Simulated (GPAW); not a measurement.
## Work function of MoGe2As4 monolayer at several levels

Aim: the work function of both faces of MoGe2As4 monolayer, and its spread over functionals and bases. Where a layer proves gapped, the work function hangs on where the smearing puts the Fermi level, and the band edges take its place.

Method: GPAW, PAW setups; layer in a repeated cell with vacuum, relaxation of atoms and in-plane cell, in the first sound run; inputs show where later runs differ, in GPAW 26.7.0.

## 1. The starting structure

The cell holds 7 atoms: 4 As, 2 Ge and 1 Mo. Its edges and angles: a = 3.730 Å, b = 3.730 Å, c = 27.119 Å, α = 90.0°, β = 90.0°, γ = 120.0°. Vacuum lies along c.

## 2. Relaxing the atoms

The atoms are relaxed first, since the surface dipole, and with it the work function, follows the positions of the outer layers.

run.py reads:

```python
import json
import numpy as np
from ase import Atoms
from ase.filters import FrechetCellFilter
from ase.optimize import BFGS
from gpaw import GPAW, PW

slab = Atoms(
    ['As', 'Ge', 'As', 'Mo', 'As', 'Ge', 'As'],
    positions=[
        [0.00000, 0.00000, 9.00000],
        [-0.00000, 2.15352, 9.86300],
        [-0.00000, 2.15352, 12.18300],
        [0.00000, 0.00000, 13.55977],
        [-0.00000, 2.15352, 14.93654],
        [-0.00000, 2.15352, 17.25654],
        [0.00000, 0.00000, 18.11954]],
    cell=[[3.73, 0.0, 0.0], [-1.865, 3.23027, 0.0], [0.0, 0.0, 27.1195]],
    pbc=[True, True, True])

slab.calc = GPAW(mode=PW(600), xc='PBE', kpts={'size': (9, 9, 1), 'gamma': True},
                 occupations={'name': 'fermi-dirac', 'width': 0.05}, nbands='200%',
                 convergence={'density': 1e-05}, maxiter=200,
                 symmetry={'tolerance': 1e-3}, txt='slab.txt')
result = {}
# The in-plane cell is free; stress needs a cell that repeats along all three vectors
path = []
opt = BFGS(FrechetCellFilter(slab, mask=[1, 1, 0, 0, 0, 1]), maxstep=0.2)
opt.attach(lambda: path.append((slab.get_potential_energy(), slab.positions.tolist(), slab.get_forces().tolist())))
result['relaxed'] = bool(opt.run(fmax=0.02, steps=45))
result['path'] = path
result['cell'] = slab.cell.tolist()
print('in-plane lattice', slab.cell.cellpar().round(4)[[0, 1, 5]])
energy = slab.get_potential_energy()
fermi = slab.calc.get_fermi_level()
v = slab.calc.get_electrostatic_potential().mean((0, 1)) - fermi
n = slab.calc.get_pseudo_density().mean((0, 1))
L = slab.cell[2, 2]
z = np.arange(len(v)) * L / len(v)
low, high = slab.positions[:, 2].min(), slab.positions[:, 2].max()
below, above = np.interp([low - 6.8, high + 6.8], z, v)
slopes = [np.interp(x, z, np.gradient(v, z)) for x in (low - 6.8, high + 6.8)]
eps = np.array([[slab.calc.get_eigenvalues(k, s) for k in range(len(slab.calc.get_ibz_k_points()))]
                for s in range(slab.calc.get_number_of_spins())]) - fermi
top, bottom = eps[eps < 0].max(), eps[eps > 0].min()
dipole = slab.get_dipole_moment()[2]
print(f'energy {energy:.4f} eV, Fermi level {fermi:.4f} eV, dipole {dipole:.5f} e A')
print(f'potential 6.8 A off the faces, from the Fermi level: lower {below:.4f} eV, upper {above:.4f} eV')
print(f'slope of the potential there: lower {slopes[0]:.5f}, upper {slopes[1]:.5f} eV/A')
print(f'nearest levels on the mesh: {top:.4f} and {bottom:.4f} eV')
print('magnetic moment', round(slab.get_magnetic_moment(), 3))
result.update(energy=energy, fermi=fermi, dipole=dipole, below=below, above=above, slopes=slopes, edges=[top, bottom],
              z=z.tolist(), v=v.tolist(), n=n.tolist(), positions=slab.positions.tolist(),
              forces=slab.get_forces(apply_constraint=False).tolist(), moments=slab.get_magnetic_moments().tolist())
json.dump(result, open('result.json', 'w'))
```

Run with:

```
$ OMP_NUM_THREADS=1 OPENBLAS_NUM_THREADS=1 python run.py
```

What it wrote:

```text
Step          Energy          fmax
BFGS:    0      -38.064247        2.973107
BFGS:    1      -38.345273        2.465489
BFGS:    2      -38.816394        1.597248
BFGS:    3      -38.877194        1.257506
BFGS:    4      -39.104611        1.007587
BFGS:    5      -39.198693        1.020989
BFGS:    6      -39.262777        0.716386
BFGS:    7      -39.289178        0.372434
BFGS:    8      -39.307058        0.379214
BFGS:    9      -39.317617        0.355600
BFGS:   10      -39.325991        0.329329
BFGS:   11      -39.338526        0.328069
BFGS:   12      -39.349595        0.175392
BFGS:   13      -39.353306        0.052111
BFGS:   14      -39.353806        0.007593
in-plane lattice [  3.6824   3.6824 120.    ]
energy -39.3536 eV, Fermi level 0.6616 eV, dipole 0.00252 e A
potential 6.8 A off the faces, from the Fermi level: lower 4.7165 eV, upper 4.7148 eV
slope of the potential there: lower 0.00041, upper 0.00066 eV/A
nearest levels on the mesh: -0.2681 and 0.2420 eV
magnetic moment 0.0
```

The job ended after 40 min (1 thread of Arm Neoverse V1, shared host; peak memory 0.71 GiB).

This step gave:

- dipole along the normal: 0.002516 e·Å
- levels nearest the Fermi level on the mesh: -0.2681, 0.2420 eV from the Fermi level

The electrostatic potential energy of an electron (without an applied field's), less the Fermi level, planar mean oscillates, so the rows of the table below give means over windows of 1.86 Å about each position, cut where the curve ends. Its maxima inside the range that stand out by 2 % of the span (Å: eV): 9.1: -8.81, 10.9: 2.00, 12.8: -6.00, 14.3: -6.00, 16.2: 2.00, 18.1: -8.82. Its minima: 8.5: -14.0, 9.6: -13.5, 12.1: -12.8, 13.6: -16.4, 15.0: -12.8, 17.5: -13.5, 18.6: -14.0.

Electrostatic potential energy of an electron (without an applied field's), less the Fermi level, planar mean against z; means over each step:

| z (Å) | electrostatic potential energy of an electron (without an applied field's), less the Fermi level, planar mean (eV) |
| --- | --- |
| 0.93 | 4.72 |
| 2.79 | 4.72 |
| 4.65 | 4.71 |
| 6.51 | 4.23 |
| 8.37 | -7.79 |
| 10.23 | -4.64 |
| 12.09 | -7.03 |
| 13.95 | -10.8 |
| 15.81 | -3.17 |
| 17.67 | -9.65 |
| 19.53 | -1.80 |
| 21.39 | 4.66 |
| 23.25 | 4.71 |
| 25.11 | 4.71 |
| 26.97 | 4.72 |

The pseudo valence density, planar mean oscillates, so the rows of the table below give means over windows of 1 Å about each position, cut where the curve ends. Its maxima inside the range that stand out by 2 % of the span (Å: e/Å³): 8.0: 0.249, 9.0: 0.415, 10.2: 0.215, 11.7: 0.243, 13.6: 1.23, 15.4: 0.243, 16.9: 0.216, 18.1: 0.415, 19.2: 0.249. Its minima: 8.5: 0.179, 9.7: 0.0561, 10.8: 0.114, 12.0: 0.168, 15.1: 0.168, 16.3: 0.114, 17.5: 0.0561, 18.6: 0.179.

The pseudo valence density, planar mean by z; means over each step:

| z (Å) | pseudo valence density, planar mean (e/Å³) |
| --- | --- |
| 4 | 1.1e-5 |
| 5 | 1.7e-4 |
| 6 | 0.00271 |
| 7 | 0.0422 |
| 8 | 0.199 |
| 9 | 0.321 |
| 10 | 0.154 |
| 11 | 0.143 |
| 12 | 0.232 |
| 13 | 0.625 |
| 14 | 0.720 |
| 15 | 0.248 |
| 16 | 0.155 |
| 17 | 0.157 |
| 18 | 0.307 |
| 19 | 0.210 |
| 20 | 0.0563 |
| 21 | 0.00371 |
| 22 | 2.3e-4 |
| 23 | 1.5e-5 |

The relaxation lowered the energy of the cell by 1.29 eV (energies extrapolated to zero smearing; the optimiser's log prints free energies). The largest force left on a free atom is 0.0076 eV/Å.

## 3. The slab's potential

With the geometry fixed, the planar mean of the potential gives the vacuum level on each side.

This step: GPAW, PAW setups; slab in vacuum (GPAW 26.7.0).

The cell differs from the one that the last finished run ended in (c 27.119 → 28.227 Å).

Edit run.py of step 2 so:

```diff
@@ -3,4 +3,2 @@
 from ase import Atoms
-from ase.filters import FrechetCellFilter
-from ase.optimize import BFGS
 from gpaw import GPAW, PW
@@ -10,25 +8,18 @@
     positions=[
-        [0.00000, 0.00000, 9.00000],
-        [-0.00000, 2.15352, 9.86300],
-        [-0.00000, 2.15352, 12.18300],
-        [0.00000, 0.00000, 13.55977],
-        [-0.00000, 2.15352, 14.93654],
-        [-0.00000, 2.15352, 17.25654],
-        [0.00000, 0.00000, 18.11954]],
-    cell=[[3.73, 0.0, 0.0], [-1.865, 3.23027, 0.0], [0.0, 0.0, 27.1195]],
-    pbc=[True, True, True])
+        [0.00000, -0.00000, 9.00000],
+        [-0.00000, 2.12604, 10.18779],
+        [-0.00000, 2.12604, 12.64852],
+        [0.00000, -0.00000, 14.11343],
+        [-0.00000, 2.12604, 15.57835],
+        [-0.00000, 2.12604, 18.03908],
+        [-0.00000, 0.00000, 19.22687]],
+    cell=[[3.68241, 0.0, 0.0], [-1.8412, 3.18905, 0.0], [0.0, 0.0, 28.2269]],
+    pbc=[True, True, False])
 
-slab.calc = GPAW(mode=PW(600), xc='PBE', kpts={'size': (9, 9, 1), 'gamma': True},
+slab.calc = GPAW(mode=PW(400), xc='PBE', kpts={'size': (9, 9, 1), 'gamma': True},
                  occupations={'name': 'fermi-dirac', 'width': 0.05}, nbands='200%',
                  convergence={'density': 1e-05}, maxiter=200,
+                 poissonsolver={'dipolelayer': 'xy'},
                  symmetry={'tolerance': 1e-3}, txt='slab.txt')
 result = {}
-# The in-plane cell is free; stress needs a cell that repeats along all three vectors
-path = []
-opt = BFGS(FrechetCellFilter(slab, mask=[1, 1, 0, 0, 0, 1]), maxstep=0.2)
-opt.attach(lambda: path.append((slab.get_potential_energy(), slab.positions.tolist(), slab.get_forces().tolist())))
-result['relaxed'] = bool(opt.run(fmax=0.02, steps=45))
-result['path'] = path
-result['cell'] = slab.cell.tolist()
-print('in-plane lattice', slab.cell.cellpar().round(4)[[0, 1, 5]])
 energy = slab.get_potential_energy()
```

What it wrote:

```text
energy -39.3194 eV, Fermi level 0.4508 eV, dipole 0.00093 e A
potential 6.8 A off the faces, from the Fermi level: lower 4.7100 eV, upper 4.7215 eV
slope of the potential there: lower -0.00019, upper 0.00019 eV/A
nearest levels on the mesh: -0.2678 and 0.2417 eV
magnetic moment 0.0
```

It took 80 s on 1 thread; peak memory 0.27 GiB.

Numbers from this step:

```
dipole along the normal                    : 9.31e-4 e·Å
levels nearest the Fermi level on the mesh : -0.2678, 0.2417 eV from the Fermi level
upper work function                        : 4.721 eV
lower work function                        : 4.710 eV
upper ionisation energy                    : 4.989 eV
```

The electrostatic potential energy of an electron (without an applied field's), less the Fermi level, planar mean oscillates, so the rows of the table below give means over windows of 1.78 Å about each position, cut where the curve ends. Its maxima inside the range that stand out by 2 % of the span (Å: eV): 9.6: -8.82, 11.4: 1.99, 13.3: -6.02, 14.9: -6.01, 16.8: 1.99, 18.6: -8.81. Its minima: 9.0: -13.9, 10.1: -13.5, 12.6: -12.8, 14.1: -16.5, 15.6: -12.8, 18.1: -13.5, 19.2: -13.9.

Electrostatic potential energy of an electron (without an applied field's), less the Fermi level, planar mean against z; means over each step:

z (Å), electrostatic potential energy of an electron (without an applied field's), less the Fermi level, planar mean (eV) and a bar from the least value:
```
     0.89        4.7 ##############################
     2.67        4.7 ##############################
     4.45        4.7 ##############################
     6.23        4.7 ##############################
     8.01       -0.3 #####################
     9.79      -11.0 #
    11.57       -1.4 ###################
    13.35      -10.8 #
    15.13       -9.7 ###
    16.91       -1.3 ###################
    18.69      -11.4 
    20.47        1.8 #########################
    22.25        4.7 ##############################
    24.03        4.7 ##############################
    25.81        4.7 ##############################
    27.59        4.7 ##############################
```

The pseudo valence density, planar mean oscillates, so the rows of the table below give means over windows of 1.05 Å about each position, cut where the curve ends. Its maxima inside the range that stand out by 2 % of the span (Å: e/Å³): 8.6: 0.252, 9.6: 0.419, 10.7: 0.223, 12.1: 0.236, 14.0: 1.17, 16.1: 0.236, 17.6: 0.223, 18.6: 0.419, 19.7: 0.252. Its minima: 9.0: 0.172, 10.2: 0.0584, 11.3: 0.115, 12.5: 0.174, 15.7: 0.174, 16.9: 0.115, 18.0: 0.0584, 19.2: 0.172.

Table of pseudo valence density, planar mean by z; means over each step:

| z (Å) | pseudo valence density, planar mean (e/Å³) |
| --- | --- |
| 4.73 | 1.8e-5 |
| 5.78 | 3.2e-4 |
| 6.83 | 0.00602 |
| 7.88 | 0.0921 |
| 8.93 | 0.245 |
| 9.98 | 0.243 |
| 11.03 | 0.155 |
| 12.08 | 0.191 |
| 13.13 | 0.360 |
| 14.18 | 0.887 |
| 15.23 | 0.316 |
| 16.28 | 0.182 |
| 17.33 | 0.158 |
| 18.38 | 0.267 |
| 19.43 | 0.227 |
| 20.48 | 0.0712 |
| 21.53 | 0.00433 |
| 22.58 | 2.3e-4 |
| 23.63 | 1.3e-5 |

The layer is gapped, so the Fermi level lies somewhere inside the gap, set by smearing and numerics, and these work functions are no property of the material; the band edges below the vacuum level are. The potential is flat to 1.9e-4 eV/Å where it is read, so the vacuum is wide enough.

## 4. Self-consistent run: xc = "RPBE"

The same geometry under RPBE, to see how far the functional moves the levels against the vacuum.

Edit run.py of step 3 so:

```diff
@@ -18,3 +18,3 @@
 
-slab.calc = GPAW(mode=PW(400), xc='PBE', kpts={'size': (9, 9, 1), 'gamma': True},
+slab.calc = GPAW(mode=PW(400), xc='RPBE', kpts={'size': (9, 9, 1), 'gamma': True},
                  occupations={'name': 'fermi-dirac', 'width': 0.05}, nbands='200%',
```

What it wrote:

```text
energy -36.7481 eV, Fermi level 0.5515 eV, dipole 0.00093 e A
potential 6.8 A off the faces, from the Fermi level: lower 4.6158 eV, upper 4.6273 eV
slope of the potential there: lower -0.00019, upper 0.00019 eV/A
nearest levels on the mesh: -0.2709 and 0.2453 eV
magnetic moment 0.0
```

Elapsed: 82 s, on 1 thread; peak memory 0.27 GiB.

This step gave:

* dipole along the normal: 9.26e-4 e·Å
* levels nearest the Fermi level on the mesh: -0.2709, 0.2453 eV from the Fermi level
* upper work function: 4.627 eV
* lower work function: 4.616 eV
* upper ionisation energy: 4.898 eV

The electrostatic potential energy of an electron (without an applied field's), less the Fermi level, planar mean oscillates, so the rows of the table below give means over windows of 1.78 Å about each position, cut where the curve ends. Its maxima inside the range that stand out by 2 % of the span (Å: eV): 9.6: -8.93, 11.4: 1.86, 13.3: -6.10, 14.9: -6.10, 16.8: 1.87, 18.6: -8.92. Its minima: 9.0: -14.0, 10.1: -13.6, 12.6: -12.9, 14.1: -16.5, 15.6: -12.9, 18.1: -13.6, 19.2: -14.0.

Table of electrostatic potential energy of an electron (without an applied field's), less the Fermi level, planar mean by z; means over each step:

z (Å), electrostatic potential energy of an electron (without an applied field's), less the Fermi level, planar mean (eV) and a bar from the least value:
```
     0.89        4.6 ##############################
     2.67        4.6 ##############################
     4.45        4.6 ##############################
     6.23        4.6 ##############################
     8.01       -0.4 #####################
     9.79      -11.1 #
    11.57       -1.5 ###################
    13.35      -10.9 #
    15.13       -9.8 ###
    16.91       -1.4 ###################
    18.69      -11.5 
    20.47        1.7 #########################
    22.25        4.6 ##############################
    24.03        4.6 ##############################
    25.81        4.6 ##############################
    27.59        4.6 ##############################
```

The pseudo valence density, planar mean oscillates, so the rows of the table below give means over windows of 1.05 Å about each position, cut where the curve ends. Its maxima inside the range that stand out by 2 % of the span (Å: e/Å³): 8.6: 0.252, 9.6: 0.419, 10.7: 0.222, 12.1: 0.235, 14.0: 1.17, 16.1: 0.235, 17.6: 0.222, 18.6: 0.419, 19.7: 0.252. Its minima: 9.0: 0.173, 10.2: 0.0594, 11.3: 0.115, 12.5: 0.174, 15.7: 0.174, 16.9: 0.115, 18.0: 0.0594, 19.2: 0.173.

Table of pseudo valence density, planar mean by z; means over each step:

z (Å), pseudo valence density, planar mean (e/Å³) and a bar:
```
     4.73       0.00 
     5.78       0.00 
     6.83       0.01 
     7.88       0.09 ###
     8.93       0.25 ########
     9.98       0.24 ########
    11.03       0.16 #####
    12.08       0.19 ######
    13.13       0.36 ############
    14.18       0.89 ##############################
    15.23       0.32 ###########
    16.28       0.18 ######
    17.33       0.16 #####
    18.38       0.27 #########
    19.43       0.23 ########
    20.48       0.07 ##
    21.53       0.00 
    22.58       0.00 
    23.63       0.00
```

Force by atom:

| atom | x (eV/Å) | y (eV/Å) | z (eV/Å) | size |
| --- | --- | --- | --- | --- |
| As1 | 0.000 | 0.000 | -0.150 | 0.150 |
| Ge2 | 0.000 | 0.000 | 0.003 | 0.003 |
| As3 | 0.000 | 0.000 | -0.058 | 0.058 |
| Mo4 | 0.000 | 0.000 | 0.000 | 0.000 |
| As5 | 0.000 | 0.000 | 0.058 | 0.058 |
| Ge6 | 0.000 | 0.000 | -0.003 | 0.003 |
| As7 | 0.000 | 0.000 | 0.150 | 0.150 |

The highest filled level lies 0.271 eV under the Fermi level, so the ionisation energy from the upper face is 4.627 + 0.271 = 4.898 eV, against 4.989 eV in the base run.

## 5. Self-consistent run: xc = "LDA"

The same geometry under LDA, to see how far the functional moves the levels against the vacuum.

Edit run.py of step 4 so:

```diff
@@ -18,3 +18,3 @@
 
-slab.calc = GPAW(mode=PW(400), xc='RPBE', kpts={'size': (9, 9, 1), 'gamma': True},
+slab.calc = GPAW(mode=PW(400), xc='LDA', kpts={'size': (9, 9, 1), 'gamma': True},
                  occupations={'name': 'fermi-dirac', 'width': 0.05}, nbands='200%',
```

What it wrote:

```text
energy -44.4600 eV, Fermi level 0.1746 eV, dipole 0.00094 e A
potential 6.8 A off the faces, from the Fermi level: lower 4.9554 eV, upper 4.9669 eV
slope of the potential there: lower -0.00019, upper 0.00019 eV/A
nearest levels on the mesh: -0.2601 and 0.2363 eV
magnetic moment 0.0
```

Run time: 78 s. Hardware: 1 thread; peak memory 0.27 GiB.

Numbers from this step:

```
dipole along the normal                    : 9.43e-4 e·Å
levels nearest the Fermi level on the mesh : -0.2601, 0.2363 eV from the Fermi level
upper work function                        : 4.967 eV
lower work function                        : 4.955 eV
upper ionisation energy                    : 5.227 eV
```

The electrostatic potential energy of an electron (without an applied field's), less the Fermi level, planar mean oscillates, so the rows of the table below give means over windows of 1.78 Å about each position, cut where the curve ends. Its maxima inside the range that stand out by 2 % of the span (Å: eV): 9.6: -8.48, 11.4: 2.31, 13.3: -5.71, 14.9: -5.71, 16.8: 2.32, 18.6: -8.47. Its minima: 9.0: -13.6, 10.1: -13.2, 12.6: -12.5, 14.1: -16.2, 15.6: -12.5, 18.1: -13.2, 19.2: -13.6.

Electrostatic potential energy of an electron (without an applied field's), less the Fermi level, planar mean against z; means over each step:

| z (Å) | electrostatic potential energy of an electron (without an applied field's), less the Fermi level, planar mean (eV) |
| --- | --- |
| 0.89 | 4.96 |
| 2.67 | 4.96 |
| 4.45 | 4.95 |
| 6.23 | 4.91 |
| 8.01 | -0.0505 |
| 9.79 | -10.7 |
| 11.57 | -1.08 |
| 13.35 | -10.5 |
| 15.13 | -9.39 |
| 16.91 | -0.974 |
| 18.69 | -11.1 |
| 20.47 | 2.11 |
| 22.25 | 4.95 |
| 24.03 | 4.97 |
| 25.81 | 4.97 |
| 27.59 | 4.97 |

The highest filled level lies 0.260 eV under the Fermi level, so the ionisation energy from the upper face is 4.967 + 0.260 = 5.227 eV, against 4.989 eV in the base run.

## 6. Self-consistent run: xc = "vdW-DF2"

The same geometry under vdW-DF2, to see how far the functional moves the levels against the vacuum (the van der Waals functionals take revPBE setups).

Edit run.py of step 5 so:

```diff
@@ -18,3 +18,3 @@
 
-slab.calc = GPAW(mode=PW(400), xc='LDA', kpts={'size': (9, 9, 1), 'gamma': True},
+slab.calc = GPAW(mode=PW(400), xc='vdW-DF2', kpts={'size': (9, 9, 1), 'gamma': True},
                  occupations={'name': 'fermi-dirac', 'width': 0.05}, nbands='200%',
```

What it wrote:

```text
energy -501.3166 eV, Fermi level 0.2663 eV, dipole 0.00093 e A
potential 6.8 A off the faces, from the Fermi level: lower 5.1198 eV, upper 5.1313 eV
slope of the potential there: lower -0.00396, upper 0.00396 eV/A
nearest levels on the mesh: -0.2617 and 0.1956 eV
magnetic moment 0.0
```

Run time: 3.1 min. Hardware: 1 thread; peak memory 0.49 GiB.

Numbers from this step:

| Property | Result |
| --- | --- |
| dipole along the normal | 9.27e-4 e·Å |
| levels nearest the Fermi level on the mesh | -0.2617, 0.1956 eV from the Fermi level |
| upper work function | 5.131 eV |
| lower work function | 5.120 eV |
| upper ionisation energy | 5.393 eV |

The highest filled level lies 0.262 eV under the Fermi level, so the ionisation energy from the upper face is 5.131 + 0.262 = 5.393 eV, against 4.989 eV in the base run.

(Part 1 of 2 ends here.)

[Logs are printed without paths, hosts, clocks, repeated set-up lines and the standing remarks that a program may print on its own settings, such as how far it seeks lower states.]

[Hosts, paths, dates, database ids (printed as entryN), source tags and the programs' standing remarks are cut or masked in the printed files.]
